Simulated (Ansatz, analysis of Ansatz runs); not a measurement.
# MnGeO3 (R-3): a line between two Mn sites for an added hole, part 3 of 3

Question: does an added hole stay on the Mn atom where it is started in MnGeO3 (R-3), and if so, how high is the barrier for a hop to another Mn site nearby? Model: a cell of 80 host atoms.

Ansatz 0.2.0; plane-wave PAW DFT, PBEsol+U; relaxation of all atoms of a supercell at fixed charge in a uniform background; PAW set soft_1.

So far. Step 3 (The hole on the first site): The largest changes of the moments are -0.54 μB on Mn21, -0.10 μB on O26 and -0.09 μB on O40. The largest part sits on the chosen site. Step 4 (The hole on the second site): The largest changes of the moments are -0.54 μB on Mn41, -0.10 μB on O45 and -0.09 μB on O69. The largest part sits on the chosen site.

## Step 5: Points on the line between the two structures

Level of this step: plane-wave PAW DFT, PBEsol+U; single point of a supercell at fixed charge in a uniform background; PAW set soft_1 (Ansatz).

All atoms move on the straight line between the two relaxed structures, 3.10 amu^1/2 Å long in mass-weighted terms. Each point starts from the state of the point before, once from either end, so that both localised states can be followed; the midpoint is also started with the carrier shared.

A.x0500/input.yaml reads:

```yaml
crystal:
  lattice:
    - [5.0401609, 2.90993825, 9.60331119]
    - [-5.0401609, 2.90993825, 9.60331119]
    - [0.0, -5.81987651, 9.60331119]
  atoms:
    - { symbol: Mn, position: [0.318052, 0.319147, 0.316772], spin: 5.0 }
    - { symbol: Mn, position: [0.184281, 0.184681, 0.179622], spin: -5.0 }
[... 6 atom lines left out ...]
    - { symbol: O, position: [0.22013, 0.021319, 0.395631] }
[... 16 atom lines left out ...]
    - { symbol: O, position: [0.27959, 0.971949, 0.112303] }
    - { symbol: O, position: [0.10372, 0.783905, 0.474901] }
[... 17 atom lines left out ...]
    - { symbol: O, position: [0.968462, 0.111914, 0.282581] }
[... 18 atom lines left out ...]
    - { symbol: Ge, position: [0.919034, 0.922996, 0.422934] }
[... 15 atom lines left out ...]
    - { symbol: O, position: [0.898027, 0.720379, 0.521316] }
total_charge: 1
basis:
  ecutwfc: 420
  xc_grid: 2
hamiltonian:
  xc: pbesol
  hubbard:
    sites: [{ species: Mn, l: d, u_eff: 4.5 }]
    projectors: ortho-atomic
  pseudopotentials: { kind: paw, azcp: { folder: soft_1 }, xc_functional: pbe }
kpoints:
  mp_grid: { grid: [1, 1, 1] }
magnetization:
  spin_polarized: true
  initial_magnetization: -1
  spin_locking: { lock_magnetization: hard }
scf:
  occupations: { method: fermi_dirac, width: 0.01 }
  max_iter: 120
  lower_state_search: "off"
output:
  forces: true
  eigenvalues: true
  eigenstates: { localisation: true }
  write_density: true
  write_potential: true
  volumetric_format: npy
checkpoint:
  read: "../A.x0375.run"
  write: "../A.x0500.run"
  compress: false
  write_wavefunctions: true
  write_every: 100000
```

Command:

```
$ ansatz run input.yaml --threads 32 --pin off --max-ram 84787MiB --backend cuda --events-out ev --progress --plain --runs-dir out --max-vram 78GiB
```

Numbers of over 12 decimals in the logs are rounded to 6 here.

Log:

```text
[...]
Warning: checkpoint.read: the run can stay near the saved state's solution: 80 site(s) moved relative to the saved geometry (max |Δs| = 2.943e-3 fractional); [...]
[...]
device memory: the entry about to start is reckoned to put 6.4 GiB on a device that reports 152.3 GiB free (of which the cap on the GPU budget leaves the run 78.0 GiB)
GPU FFT provider: cuFFT
GPU libraries: cuBLAS 13.8.1, cuFFT 12.4.0, cuSOLVER 12.3.2
GPU matrix products: emulated (plane waves: as basis.precision tells), large ones in fixed point in workspaces of 1.00 GiB
Crystal: 80 atoms, lattice volume = 845.085 Å³
Basis set: ecut = 420 eV, 16545 PW (Γ), exchange–correlation on 160×160×160 points (8 copies of the dense FFT grid, shifted against one another)
Bands: 456, of which v1, the nominal top of the filled ones, is band 376 counted from 1 (375 counted from 0)
Symmetry: 1 space group operations
[...]
k-points: 1
[...]
Starting moments: Σ|m| = 79 μB on 16 of 80 sites; this step starts from the density that it was given
[...]
GPU buffer pool allocated for 512000 grid points (all kernels)
GPU transforms: local potential and band sums: pruned to the plane-wave sphere, on 75×75×75
[...]
SCF iter  15: F=-156877.421481 eV  HF=-156877.421481 eV  |Δ(HF+E_count)|=   1.51e-8  Δρ=1.14e-6 (↑1.14e-6 ↓1.66e-7)  dr2=1.62e-8  dr2_m=2.50e-9  M=-1.000 μB ∫|m|=77.419 μB  Hψ=5344
SCF 1 converged in 15 iterations: F = -156877.421481 eV  dr2 = 1.62e-8
[...]
SCF converged after 15 iterations
[...]
Magnetization: -1.0000 μB (375.0000 up, 376.0000 down)
Absolute magnetization: 77.4427 μB (∫|ρ↑−ρ↓|, with the PAW one-centre terms)
[...]
Per-site moments (μB) at R_I (Å): [(4.136637, 0.863228), (-4.131374, 0.859532), (0.00365915, 0.770949), [... 6 left out ...]
Free energy (F): -156877.421481 eV
[...]
Internal energy: -156877.408871 eV  (E = F + TS)
E sigma→0 (E₀):  -156877.415176 eV
Entropy (-TS):   -0.012611 eV (-0.158 meV/atom)
Fermi energy:    9.823307 (↑ 9.823307, ↓ 10.852882) eV
[...]
--- Forces (eV/Å), atoms counted from 1 ---
  atom   1  Mn     0.00114580     0.00016455     0.00599896
  atom   2  Mn     0.00274759    -0.00924331    -0.00339269
  atom   3  Ge     0.02587534    -0.12054898     0.16226605
  [... 3 atoms left out ...]
  [... 74 more lines of this table ...]
  max |Σ_I F_I| component: 4.17e-6 eV/Å
--- Band table (eV) ---
[...]
Occupation matrices written to <dir>
```

The job ended after 4.1 s (1 × NVIDIA GB200 with 32 threads of Arm Neoverse V2, shared host; peak memory 1.4 GiB).

The column dr2 measures how far the density is from self-consistency, as an energy; F and HF (Harris–Foulkes) agree once it is small.

States next to the filling edge at the first k-point, on the run's own zero (eigenstates.tsv). The participation number counts the atoms that a state is spread over, of 80; bands count from 0.

```tsv
spin	band	energy (eV)	occupation	participation	largest share on	share
down	370	9.611	1.00	21.5	Mn32	0.14
down	371	9.628	1.00	25.8	Mn2	0.11
down	372	9.647	1.00	28.3	Mn12	0.09
down	373	9.653	1.00	21.5	Mn42	0.10
down	374	9.670	1.00	19.1	Mn42	0.11
down	375	9.681	1.00	21.1	Mn32	0.13
down	376	12.021	0.00	78.4	Mn72	0.02
down	377	13.903	0.00	61.2	Ge73	0.05
down	378	14.083	0.00	12.8	Mn41	0.18
down	379	14.257	0.00	9.2	Mn41	0.30
down	380	14.285	0.00	10.3	Mn21	0.29
up	370	9.635	1.00	23.6	Mn11	0.10
up	371	9.654	1.00	23.6	Mn71	0.10
up	372	9.656	1.00	14.9	Mn71	0.18
up	373	9.663	1.00	15.6	Mn11	0.16
up	374	9.816	0.68	13.1	Mn21	0.17
up	375	9.831	0.33	12.9	Mn41	0.17
up	376	12.035	0.00	78.2	Ge73	0.02
up	377	13.940	0.00	70.6	Ge34	0.03
up	378	14.397	0.00	32.4	Ge73	0.09
up	379	14.413	0.00	26.2	Ge34	0.09
up	380	14.435	0.00	35.0	Mn32	0.06
```

Free energies from the first end:

```tsv
started from	fraction	energy (eV)	moment change on Mn21 (μB)	on Mn41 (μB)
first site	0	0.000	-0.54	0.00
first site	0.125	0.017	-0.48	-0.02
first site	0.25	0.055	-0.40	-0.07
first site	0.375	0.081	-0.30	-0.14
first site	0.5	0.090	-0.21	-0.22
first site	0.625	0.082	-0.13	-0.30
second site	0.875	0.017	-0.01	-0.49
second site	0.75	0.055	-0.06	-0.40
second site	0.625	0.082	-0.13	-0.30
second site	0.5	0.090	-0.21	-0.22
second site	0.375	0.081	-0.30	-0.14
shared	0.5	0.090	-0.21	-0.22
second site	1	0.000	-0.01	-0.54
```

## Step 6: Results

| Quantity | Value |
| --- | --- |
| distance of the two sites without the carrier | 5.04 Å |

What this shows: The highest point of the line lies 0.09 eV above the first end, but there the hole is shared along a chain of sites and their images, so this is no barrier of a single pair, which may be higher, and the image-charge term need not cancel. The second site lies about half a repeat away: the first meets it and its image at 5.04 and 5.04 Å, so the cell models a chain, and nothing is concluded on the coupling of a single pair. A shorter hop, 3.05 Å to Mn2 (opposite spin), was not computed. No run compares the localised hole with one spread in the band, so its binding is unknown. The magnetic order was assumed and need not be the ground state. The total moment is locked, so a carrier of the other spin direction was not tried. The program's search for lower electronic states was switched off in all runs, so that each state is followed; none is shown to be the lowest at its structure. No image-charge correction is applied; it nearly cancels along the line while the charge stays localised. Keep in mind: sampling at the zone centre alone can move energies of charged and open-shell states by tenths of an eV or more in cells of this size; gap and trapping depend on the U chosen (Mn d 4.5 eV).

[Logs are printed without paths, hosts, clocks, repeated set-up lines and the standing remarks that a program may print on its own settings, such as how far it seeks lower states.]

[Hosts, paths, dates, database ids (printed as entryN), source tags and the programs' standing remarks are cut or masked in the printed files.]
